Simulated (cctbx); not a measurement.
## X-rays or neutrons for the lightest atoms?

Cell a = 7.9970 Å, b = 7.9970 Å, c = 15.5630 Å, α = 90.00°, β = 90.00°, γ = 120.00°; space group R-3m (no. 166); content Cu12 Cl6 S18 H18. The heavier atoms are placed; H is still missing.

Simulated single-crystal data (cctbx): Cu Kα, λ = 1.54184 Å, to d = 0.83 Å, 50 % of the full sphere, strongest reflection 70000 counts, noise from counting, a 4 % proportional error and a noise floor of 8 counts (s.d.); no absorption.

Refinement without H (map in e/Å³):

```text
Rint 0.029, 217 unique reflections to 0.83 A
cycle     R1     wR2    GooF  max shift (A)
   1  0.0685  0.2001   7.555   0.03007
   2  0.0170  0.0571   2.155   0.00000
final R1 0.0170 wR2 0.0571 GooF 2.155  parameters 7  data/parameter 31.0
atom        x        y        z      Ueq    occ   su(xyz)  su(Uiso or U11)
Cu1    0.50000  0.50000  0.00000   0.0123  1.000  0.00000  0.0003
Cu2    0.33333  0.66667  0.16667   0.0108  1.000  0.00000  0.0003
Cl1    0.33333  0.66667  0.47572   0.0137  1.000  0.00008  0.0004
S1     0.07157  0.53579  0.27065   0.0144  1.000  0.00012  0.0003
difference map: max 0.82 min -0.34 rms 0.11
Q1    0.0461  0.5230  0.7905   18    0.85  1.25 A from S1
Q2    0.0000  0.0000  0.1765    6    0.33  0.23 A from Cl1
Q3    0.0000  0.5000  0.0000    9    0.25  0.00 A from Cu1
Q4    0.0000  0.0000  0.3590    6    0.25  1.90 A from S1
Q5    0.0000  0.0000  0.0367    6    0.24  2.40 A from Cl1
Q6    0.0000  0.0000  0.1036    6    0.24  1.36 A from Cl1
Q7    0.0000  0.0000  0.2304    6    0.23  0.61 A from Cl1
Q8    0.0444  0.0888  0.7003   18    0.22  1.80 A from Cl1
```

Simulated single-crystal data (cctbx): neutrons of λ = 0.95 Å, to d = 0.8 Å, 50 % of the full sphere, strongest reflection 5000 counts, noise from counting, a 4 % proportional error and a noise floor of 8 counts (s.d.); no absorption.

Refinement without H (map in fm/Å³; only maxima are listed):

```text
Rint 0.044, 237 unique reflections to 0.81 A
cycle     R1     wR2    GooF  max shift (A)
   1  0.3140  0.6068  16.830   0.05448
   3  0.2904  0.5538  15.360   0.00002
final R1 0.2905 wR2 0.5538 GooF 15.360  parameters 7  data/parameter 33.9
atom        x        y        z      Ueq    occ   su(xyz)  su(Uiso or U11)
Cu1    0.50000  0.50000  0.00000   0.0019  1.000  0.00000  0.0032
Cu2    0.33333  0.66667  0.16667   0.0038  1.000  0.00000  0.0039
Cl1    0.33333  0.66667  0.47561   0.0034  1.000  0.00063  0.0032
S1     0.07768  0.53884  0.27048   0.0033  1.000  0.00304  0.0041
difference map: max 11.73 min -18.84 rms 1.33
Q1    0.0000  0.0000  0.5000    3   12.19  0.00 A from Cu2
Q2    0.0000  0.0000  0.1865    6   10.05  0.07 A from Cl1
Q3    0.0000  0.5000  0.0000    9    9.82  0.00 A from Cu1
Q4    0.0299  0.5150  0.2634   18    3.91  0.35 A from S1
Q5    0.0508  0.5254  0.8442   18    2.63  1.97 A from Cl1
Q6    0.0000  0.0000  0.4188    6    2.58  1.26 A from Cu2
Q7    0.0000  0.0000  0.3595    6    2.12  1.86 A from S1
Q8    0.0172  0.4075  0.7896   36    1.86  1.40 A from S1
```

**Question.** Where is H, and which data fix it better?

H sits at (0.5259, 0.4741, 0.2117). Adding it takes R1 from 0.017 to 0.011 with X-rays and from 0.290 to 0.016 with neutrons. Its largest coordinate s.u. is 0.00177 with X-rays and 0.00008 with neutrons, so neutrons fix it better in these data. In the X-ray map Q1 marks it. No listed neutron peak is on it. Natural H has a negative scattering length, so it shows as a hole in the neutron map (minimum -18.8), not among the maxima.

Final neutron refinement:

```text
Rint 0.044, 237 unique reflections to 0.81 A
cycle     R1     wR2    GooF  max shift (A)
   1  0.1080  0.2462   6.873   0.03653
   2  0.0162  0.0338   0.943   0.00001
final R1 0.0162 wR2 0.0338 GooF 0.943  parameters 10  data/parameter 23.7
atom        x        y        z      Ueq    occ   su(xyz)  su(Uiso or U11)
Cu1    0.50000  0.50000  0.00000   0.0128  1.000  0.00000  0.0002
Cu2    0.33333  0.66667  0.16667   0.0112  1.000  0.00000  0.0002
Cl1    0.33333  0.66667  0.47568   0.0139  1.000  0.00003  0.0002
S1     0.07156  0.53578  0.27055   0.0149  1.000  0.00015  0.0002
H1     0.52585  0.47415  0.21179   0.0323  1.000  0.00008  0.0003
difference map: max 0.27 min -0.24 rms 0.06
Q1    0.0000  0.0000  0.2310    6    0.27  0.62 A from Cl1
Q2    0.0000  0.0000  0.5000    3    0.20  0.00 A from Cu2
Q3    0.0462  0.5231  0.3117   18    0.20  0.66 A from S1
Q4    0.0532  0.1064  0.9739   18    0.19  2.26 A from H1
Q5    0.0210  0.3182  0.6303   36    0.19  1.24 A from S1
Q6    0.0876  0.1753  0.1543   18    0.18  0.90 A from H1
```

The model is made up (kin elements in a known structure type, no relaxation), so it says nothing on whether the phase exists.

[Middle refinement cycles are left out of these outputs.]

[Logs are printed without paths, hosts, clocks, repeated set-up lines and the standing remarks that a program may print on its own settings, such as how far it seeks lower states.]
